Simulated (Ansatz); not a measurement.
# C2H4 on Pt(111), ontop start, 2x2 cell: work function, bands and core levels, part 2 of 4

What would XPS and UPS show for C2H4 on Pt(111), ontop start, 2x2 cell? Spin–orbit coupling is left out of the bands throughout.

Ansatz 0.2.0; DFT, PBE, plane-wave PAW, scalar-relativistic; PAW set soft_1.

So far, work function, upper face (eV): step 2 (the clean face) 5.68.

**3. Relaxation**

System of this step: H2Pt8C. The cell holds 22 atoms: 4 H, 2 C and 16 Pt. Cell: a = 5.614 Å, b = 5.614 Å, c = 24.376 Å, α = 90.0°, β = 90.0°, γ = 60.0°. It derives from Pt. How the cell was made: adsorbate; added: C2H4; site: ontop; coverage 0.25 monolayer; cell: 2x2; on one face. Regions: ad, 6 atoms (4 H and 2 C); L1, 4 atoms (4 Pt); L2, 4 atoms (4 Pt); L3, 4 atoms (4 Pt); rest, 4 atoms (4 Pt). Vacuum lies along c.

Levels and vacuum steps follow bond lengths, so the atoms are relaxed first. 8 atoms are held to stand for the bulk. A dipole correction cancels the field between unlike faces.

File input.yaml:

```yaml
crystal:
  lattice:
    - [5.6144278426, 0.0, 0.0]
    - [2.8072139213, 4.8622371394, 0.0]
    - [0.0, 0.0, 24.376241706]
  atoms:
    - { symbol: H, position: [0.682782923, 0.189213313, 0.692323366] }
    - { symbol: H, position: [0.873844958, 0.810786687, 0.692323366] }
    - { symbol: H, position: [0.130841708, 0.189213313, 0.692323366] }
    - { symbol: H, position: [0.319071357, 0.810786687, 0.692323366] }
    - { symbol: C, position: [0.874224248, 0.0, 0.682067478] }
    - { symbol: C, position: [0.128840061, 0.0, 0.682067478] }
    - { symbol: Pt, position: [0.0, 0.0, 0.589764488] }
    - { symbol: Pt, position: [0.5, 0.0, 0.589764488] }
    - { symbol: Pt, position: [0.0, 0.5, 0.589764488] }
    - { symbol: Pt, position: [0.5, 0.5, 0.589764488] }
    - { symbol: Pt, position: [0.833333333, 0.333333333, 0.495735203] }
    - { symbol: Pt, position: [0.333333333, 0.333333333, 0.495735203] }
    - { symbol: Pt, position: [0.833333333, 0.833333333, 0.495735203] }
    - { symbol: Pt, position: [0.333333333, 0.833333333, 0.495735203] }
    - { symbol: Pt, position: [0.166666667, 0.166666667, 0.401705919] }
    - { symbol: Pt, position: [0.666666667, 0.166666667, 0.401705919] }
    - { symbol: Pt, position: [0.166666667, 0.666666667, 0.401705919] }
    - { symbol: Pt, position: [0.666666667, 0.666666667, 0.401705919] }
    - { symbol: Pt, position: [0.0, 0.0, 0.307676634] }
    - { symbol: Pt, position: [0.5, 0.0, 0.307676634] }
    - { symbol: Pt, position: [0.0, 0.5, 0.307676634] }
    - { symbol: Pt, position: [0.5, 0.5, 0.307676634] }
kpoints:
  mp_grid: { grid: [6, 6, 1] }
scf:
  occupations: { method: fermi_dirac, width: 0.05 }
  n_extra_bands: 17
hamiltonian:
  xc: pbe
  pseudopotentials: { kind: paw, azcp: { folder: soft_1 } }
output:
  forces: true
  write_potential: true
  volumetric_format: []
efield:
  axis: 3
  dipole_correction: true
relax:
  f_tol: 0.03
  max_steps: 45
  constraints: [{ sites: [14, 15, 16, 17, 18, 19, 20, 21] }]
```

Command:

```
$ ansatz run input.yaml --threads 8 --pin off --max-ram 40960MiB --backend cuda --events-out ev --progress --plain --runs-dir out
```

Numbers of over 12 decimals in the logs are rounded to 6 here.

The log of the run:

```text
[...]
concurrent solve slots: 7 of 8 are kept, ahead of what memory takes: no pass of the eigensolver takes more rounds on 7
[...]
Crystal: 22 atoms, lattice volume = 665.439 Å³
Basis set: ecut = 420 eV, 13065 PW (Γ), exchange–correlation on 80×80×360 points (8 copies of the dense FFT grid, shifted against one another)
Bands: 167, of which v1, the nominal top of the filled ones, is band 150 counted from 1 (149 counted from 0)
Symmetry: 1 space group operations
[...]
k-points: 20 of 36 (time reversal used)
[...]
SCF iter   1: F=—  HF=-200966.043503 eV  |F-HF|=—  |Δ(HF+E_count)|=         —  Δρ=7.03e-2  dr2=5.34e1  ethr=3.10e-3  p=-0.000 e·Å  D=-2.32e-6 V/Å  ΔV_dip=0.00 eV  dr2_dipole=1.27e0  V_vac-E_F(+/−)=4.72/4.72 eV  ⟨swp⟩=7.3  Hψ=13165  notcnv=0  defer=2
[...]
SCF iter   2: F=—  HF=-200961.344435 eV  |F-HF|=—  |Δ(HF+E_count)|=    4.70e0  Δρ=4.88e-2  dr2=1.96e1  ethr=3.10e-3  p=0.447 e·Å  D=1.22e-1 V/Å  ΔV_dip=-2.97 eV  dr2_dipole=1.74e-1  V_vac-E_F(+/−)=2.91/5.88 eV  ⟨swp⟩=3.0  Hψ=9178  notcnv=0  defer=72
[...]
SCF iter  10: F=-200956.113564 eV  HF=-200956.113581 eV  |F-HF|=1.69e-5  |Δ(HF+E_count)|=   1.30e-6  Δρ=2.81e-5  dr2=2.01e-5  ethr=7.50e-9  p=0.302 e·Å  D=8.22e-2 V/Å  ΔV_dip=-2.00 eV  dr2_dipole=4.84e-7  V_vac-E_F(+/−)=3.68/5.69 eV  ⟨swp⟩=12.0  Hψ=34258  notcnv=0
SCF 1 converged in 10 iterations: F = -200956.113564 eV  dr2 = 2.01e-5
[...]
relax step   1: F+E_penalty+E_count = -200956.11356407 eV  Δ(F+E_penalty+E_count) = +0.000e0 eV  max|allowed force component| = 2.272e0 eV/Å  Δτ_max = 0.0000 Å  (10 SCF iters, dr2 threshold 2.25e-5 eV, accepted)
[...]
SCF 2 converged in 6 iterations: F = -200956.447487 eV  dr2 = 8.38e-5
[...]
SCF 3 converged in 7 iterations: F = -200956.495092 eV  dr2 = 4.63e-6
[...]
SCF 4 converged in 6 iterations: F = -200956.500792 eV  dr2 = 5.23e-6
[...]
SCF 5 converged in 4 iterations: F = -200956.502864 eV  dr2 = 4.10e-5
[...]
SCF 6 converged in 4 iterations: F = -200956.503185 eV  dr2 = 1.75e-6
[...]
SCF 7 converged in 4 iterations: F = -200956.503186 eV  dr2 = 3.73e-8
[...]
SCF converged after 4 iterations
[...]
--- Relaxed structure (7 steps of the walk, 7 accepted, 0 SCFs on fresh bases) ---
  F+E_penalty+E_count = -200956.50318561 eV   max|allowed force component| = 5.689e-3 eV/Å
  atoms:
    - { symbol: H, position: [0.685268, 0.183843, 0.694185] }
    - { symbol: H, position: [0.874566, 0.804850, 0.694791] }
    - { symbol: H, position: [0.131190, 0.183975, 0.694177] }
    - { symbol: H, position: [0.321139, 0.804988, 0.694737] }
    - { symbol: C, position: [0.877268, -0.0060573, 0.686072] }
    - { symbol: C, position: [0.129217, -0.00597861, 0.686055] }
    - { symbol: Pt, position: [0.00554576, -0.011037, 0.602016] }
    - { symbol: Pt, position: [0.503856, -0.00762518, 0.586064] }
    - { symbol: Pt, position: [0.00296218, 0.491929, 0.586694] }
    - { symbol: Pt, position: [0.505154, 0.491935, 0.586701] }
    - { symbol: Pt, position: [0.836396, 0.327253, 0.495077] }
    - { symbol: Pt, position: [0.334442, 0.331157, 0.493562] }
    - { symbol: Pt, position: [0.837901, 0.834535, 0.495653] }
    - { symbol: Pt, position: [0.327629, 0.834526, 0.495653] }
    - { symbol: Pt, position: [0.166666667, 0.166667, 0.401705919] }
    - { symbol: Pt, position: [0.666666667, 0.166667, 0.401705919] }
    - { symbol: Pt, position: [0.166667, 0.666667, 0.401705919] }
    - { symbol: Pt, position: [0.666667, 0.666667, 0.401705919] }
    - { symbol: Pt, position: [0.0, 0.0, 0.307676634] }
    - { symbol: Pt, position: [0.5, 0.0, 0.307676634] }
    - { symbol: Pt, position: [2.7755575615628914e-17, 0.500000, 0.307676634] }
    - { symbol: Pt, position: [0.500000, 0.500000, 0.307676634] }
```

The job ended after 7.7 s (1 × NVIDIA GB200 with 8 threads of Arm Neoverse V2, shared host; peak memory 1.5 GiB).

Relaxation path:

```
step  energy less that of the first step (eV)  largest force component (eV/Å)
   1                                   0.0000                          2.2722
   2                                  -0.3339                          0.5714
   3                                  -0.3815                          0.4545
   4                                  -0.3872                          0.3547
   5                                  -0.3893                          0.1249
   6                                  -0.3896                          0.0056
   7                                  -0.3896                          0.0057
```

The atoms that moved most (Å):

```
atom      dx      dy      dz  length
 Pt7   0.000  -0.054   0.299   0.303
  C6  -0.015  -0.029   0.097   0.103
  C5   0.000  -0.029   0.098   0.102
 Pt8   0.000  -0.037  -0.090   0.098
 Pt9  -0.006  -0.039  -0.075   0.085
Pt10   0.006  -0.039  -0.075   0.085
  H2  -0.013  -0.029   0.060   0.068
  H4  -0.005  -0.028   0.059   0.065
```

Numbers from this step:

```
free energy               : -200956.5032 eV
energy at zero smearing   : -200956.3894 eV
smearing term TS          : 0.2277 eV
Fermi energy              : 5.853 eV
symmetry operations       : 1
work function, upper face : 3.846 eV
work function, lower face : 5.676 eV
```

The relaxation ends 18 meV an atom lower, with a largest force component of 0.0057 eV/Å on the free atoms. For the work function, upper face, step 2 gave 5.68 eV; this run, with 22 atoms, gives 3.85 eV (-32 %).

**4. Bands by layer**

The main run: bands along the zone's path, each state's share in the top and middle regions, the DOS and the planar potential. The cell holds 4 small cells, so the bands are unfolded.

File input.yaml:

```yaml
crystal:
  lattice:
    - [5.6144278426, 0.0, 0.0]
    - [2.8072139213, 4.8622371394, 0.0]
    - [0.0, 0.0, 24.376241706]
  atoms:
    - { symbol: H, position: [0.6852683693, 0.1838430887, 0.694184704] }
    - { symbol: H, position: [0.8745662718, 0.8048498495, 0.6947907804] }
    - { symbol: H, position: [0.1311899534, 0.183975287, 0.6941766863] }
    - { symbol: H, position: [0.321138883, 0.8049882604, 0.6947374406] }
    - { symbol: C, position: [0.877268372, -0.0060573037, 0.6860723826] }
    - { symbol: C, position: [0.1292171102, -0.0059786087, 0.6860547975] }
    - { symbol: Pt, position: [0.0055457584, -0.01103713, 0.6020160296] }
    - { symbol: Pt, position: [0.503856459, -0.0076251841, 0.5860637445] }
    - { symbol: Pt, position: [0.0029621805, 0.4919285024, 0.5866943032] }
    - { symbol: Pt, position: [0.5051540068, 0.4919350249, 0.5867005433] }
    - { symbol: Pt, position: [0.8363961117, 0.3272529536, 0.4950768356] }
    - { symbol: Pt, position: [0.3344416669, 0.3311565307, 0.4935618184] }
    - { symbol: Pt, position: [0.8379007612, 0.8345345493, 0.4956526665] }
    - { symbol: Pt, position: [0.3276288271, 0.8345255955, 0.4956531604] }
    - { symbol: Pt, position: [0.166666667, 0.166666667, 0.401705919] }
    - { symbol: Pt, position: [0.666666667, 0.166666667, 0.401705919] }
    - { symbol: Pt, position: [0.166666667, 0.666666667, 0.401705919] }
    - { symbol: Pt, position: [0.666666667, 0.666666667, 0.401705919] }
    - { symbol: Pt, position: [0.0, 0.0, 0.307676634] }
    - { symbol: Pt, position: [0.5, 0.0, 0.307676634] }
    - { symbol: Pt, position: [0.0, 0.5, 0.307676634] }
    - { symbol: Pt, position: [0.5, 0.5, 0.307676634] }
kpoints:
  mp_grid: { grid: [12, 12, 1] }
scf:
  occupations: { method: fermi_dirac, width: 0.05 }
  n_extra_bands: 19
hamiltonian:
  xc: pbe
  pseudopotentials: { kind: paw, azcp: { folder: soft_1 } }
output:
  forces: true
  write_potential: true
  volumetric_format: []
  dos:
    projected:
      site_lists:
        adsorbate: [0, 1, 2, 3, 4, 5]
        layer_1: [6, 7, 8, 9]
        layer_2: [10, 11, 12, 13]
        layer_3: [14, 15, 16, 17]
        other_layers: [18, 19, 20, 21]
    de: 0.05
    e_range: [-30, 12]
    method: { smearing: { sigma: 0.15, scheme: gaussian } }
  eigenstates:
    kpoints:
      - [0.33333333, -0.33333333, 0.0]
      - [0.25, -0.375, 0.0]
      - [0.16666667, -0.41666667, 0.0]
      - [0.08333333, -0.45833333, 0.0]
      - [0.0, 0.5, 0.0]
      - [-0.08333333, 0.45833333, 0.0]
      # [... 29 more points ...]
      - [0.25, 0.5, 0.0]
      - [0.29166667, -0.41666667, 0.0]
    e_range: [-8.0, 4.0]
    unfold:
      supercell_matrix: [[2, 0, 0], [0, 2, 0], [0, 0, 1]]
      layers:
        axis: 3
        edges: [0.143582, 0.425192, 0.425292, 0.572092, 0.572192, 0.858884]
efield:
  axis: 3
  dipole_correction: true
```

The log of the run:

```text
[...]
Crystal: 22 atoms, lattice volume = 665.439 Å³
Basis set: ecut = 420 eV, 13065 PW (Γ), exchange–correlation on 80×80×360 points (8 copies of the dense FFT grid, shifted against one another)
Bands: 169, of which v1, the nominal top of the filled ones, is band 150 counted from 1 (149 counted from 0)
Symmetry: 1 space group operations
[...]
k-points: 74 of 144 (time reversal used)
[...]
SCF iter   1: F=—  HF=-200966.527337 eV  |F-HF|=—  |Δ(HF+E_count)|=         —  Δρ=6.94e-2  dr2=4.81e1  ethr=3.10e-3  p=-0.000 e·Å  D=-9.16e-7 V/Å  ΔV_dip=0.00 eV  dr2_dipole=3.12e-1  V_vac-E_F(+/−)=4.70/4.70 eV  ⟨swp⟩=7.2  Hψ=46859  notcnv=0  defer=49
[...]
SCF iter   6: F=—  HF=-200956.431186 eV  |F-HF|=—  |Δ(HF+E_count)|=   3.47e-3  Δρ=1.08e-3  dr2=2.51e-2  ethr=4.47e-5  p=0.280 e·Å  D=7.62e-2 V/Å  ΔV_dip=-1.86 eV  dr2_dipole=3.49e-5  V_vac-E_F(+/−)=3.81/5.67 eV  ⟨swp⟩=2.1  Hψ=16736  notcnv=0  defer=390
[...]
SCF 1 converged in 14 iterations: F = -200956.427089 eV  dr2 = 2.46e-8
[...]
SCF converged after 14 iterations
[...]
```

Run time: 12 s. Hardware: 1 × NVIDIA GB200 with 8 threads; peak memory 5.2 GiB; 50 s of CPU time.

This step gave:

```
free energy                                    : -200956.4271 eV
energy at zero smearing                        : -200956.2999 eV
smearing term TS                               : 0.2545 eV
Fermi energy                                   : 5.855 eV
share of occupied states in no projected shell : 0.0136 of the occupied states in the window
DOS at the Fermi level                         : 30.72 states/eV/cell
work function, upper face                      : 3.841 eV
work function, lower face                      : 5.680 eV
```

A(k,E), total over k along the path and E. Zero: Fermi level.

Values in eV⁻¹, 12 rows by 16 columns, each cell a mean:
```
0.38 1.03 0.76 0.87 0.68 0.68 0.38 0.47 0.73 0.68 0.62 0.42 1.61 1.51 0.60 0.33
0.17 0.72 1.08 0.48 0.70 0.73 0.61 0.67 0.77 0.59 0.45 0.90 1.22 0.86 0.24 0.16
0.36 0.59 1.53 0.97 0.78 0.90 0.91 1.01 0.74 0.77 1.01 1.68 2.31 1.00 0.47 0.35
2.53 2.38 2.64 2.62 1.99 2.25 2.91 2.49 2.14 2.12 2.87 4.95 4.27 3.83 2.86 2.57
2.16 2.13 2.24 3.47 3.04 3.18 3.50 3.50 2.87 3.17 4.35 3.12 2.37 2.88 2.59 2.22
2.76 2.68 2.59 3.07 4.09 3.27 3.03 3.03 3.66 4.03 3.21 2.07 1.90 2.08 2.87 2.74
3.49 3.43 2.97 2.92 4.22 5.49 5.06 5.29 5.45 4.49 3.36 2.53 2.24 2.51 2.76 3.42
3.26 3.30 3.98 3.95 3.85 4.73 5.28 5.11 4.21 3.29 2.88 2.50 2.43 2.43 2.81 3.25
4.24 4.12 3.79 3.65 2.63 1.32 1.03 1.09 1.73 2.48 1.97 1.79 1.80 2.19 3.62 4.21
2.74 2.88 2.65 2.21 1.78 0.62 0.43 0.47 0.96 2.18 2.74 2.74 2.61 2.90 3.05 2.75
0.41 0.49 1.01 1.24 1.26 1.73 1.28 1.51 1.62 1.31 1.74 2.28 2.47 2.07 0.85 0.42
0.32 0.30 0.34 0.87 1.02 1.28 1.38 1.34 1.24 1.09 0.89 0.58 0.57 0.46 0.35 0.33
```
Columns: k along the path (Å⁻¹) from 0 to 3.53; rows upwards: E (eV) from -7.7 to 3.07.

A(k,E), top over k along the path and E. Zero: Fermi level.

Ten even steps from '_' (0.05 eV⁻¹) to '@' (1.78 eV⁻¹), each cell a mean:
```
..........::::::::::____..__............________............
____......____..____::..__......__..__________........______
______::..____________..::....__..__________........________
________..________________________________........__________
________......________________________........::..__________
______....::............................::--++++--::..______
::::::::::--::::::::::::::::::::..::::::==**======----::::::
--::::..::--==::::::::------------::--++**==------::::::::--
::::::::::::==++----------------::--++++------::----::::::::
::::::::::::::====------==------==++==----::....::----::::::
::::--::::::::--++==----::------++==--==--::::::::::====--::
======----------==++**++++++****++======::::::::::::::==++==
####****++----====**%%@@@@@@%%##**++++--::::....::::----++##
++++++++**********++==------========----::::::..::::--==++++
------==++****==----::::....::::----::::::::::::::::::------
----====----------::::::----::::------------------======----
========--------::..............::::--------------==========
..............::::....________....::------==========::::::::
____________....::::__________..::......::::::::::....______
______________......::::....::::......______....____________
....________....::::::--==----::::::........__________......
__________________..::::::::::::....________________________
```
Columns: k along the path (Å⁻¹) from 0 to 3.53; rows upwards: E (eV) from -7.7 to 3.07.

A(k,E), middle over k along the path and E. Zero: Fermi level.

Ten even steps from '_' (0.04 eV⁻¹) to '@' (3.16 eV⁻¹), each cell a mean:
```
______________________________________________::::....______
______________________________________________......________
______..____________________________________......__________
________..__________________________________..______________
________....__________________________............__________
____....::................................::----::::....____
----::::::--::..::::::::::::::::::::::::--++++======--------
--::......::--::::::::::::::::::::::::--++--::::::----::::--
....::::::::::----::----------::::::--==--::::..::::::::::..
----::::--::--::::----==++====--::------::........::::::::--
::::::::::::--====--::::::::::--------::::::::::::..::::::::
........::::::--==----::::::----====--::::::::::::::........
....::::::::::--==****++++++**##**========--::::::----::::..
------------------==**@@@@@@##++----------------------------
----------------==++--::::::--====----::......::::::::::----
++++++==========--....________..::--::..............::==++++
**++==========::..________________..::::............::==++**
--======--::::::..______________..::::----::::::::----====--
____..::--::........__________..::....::----------====::____
__________......__..::..........__......----====--::..______
____________..__..____......____..__..::....________________
______________..____..________..__....______________________
```
Columns: k along the path (Å⁻¹) from 0 to 3.53; rows upwards: E (eV) from -7.7 to 3.07.

A(k,E), bottom over k along the path and E. Zero: Fermi level.

Ten even steps from '0' (0.03 eV⁻¹) to '9' (3.41 eV⁻¹), each cell a mean:
```
001100000000000000010003320000
000110010000000000000012110000
000110000100000010000021100000
000021000110001100000111100000
000012100011011000111223100000
011222111112331111112566421100
443335423334643333336865665444
432223643334454333467543444334
222333454455445434664432343322
444333345554445555544211124334
233233456532222466453222223433
555434445665445666642222322355
544553345899999975544322234445
443345555568997544333333333344
434455444432222443321122222334
666544442100000122222111123556
443334421000000001222222234444
223332122000000012334443443322
000111112210000221122333332100
000001111132123211112223210000
000000101101221011110000000000
000000010110001100000000000000
```
Columns: k along the path (Å⁻¹) from 0 to 3.53; rows upwards: E (eV) from -7.7 to 3.07.

[end of part 2 of 4]

[Logs are printed without paths, hosts, clocks, repeated set-up lines and the standing remarks that a program may print on its own settings, such as how far it seeks lower states.]

[Hosts, paths, dates, database ids (printed as entryN), source tags and the programs' standing remarks are cut or masked in the printed files.]

[Maps of the electrostatic potential energy from Ansatz leave out the sawtooth potential of an applied field or a dipole correction, so their vacuum need not be flat; work functions include it.]
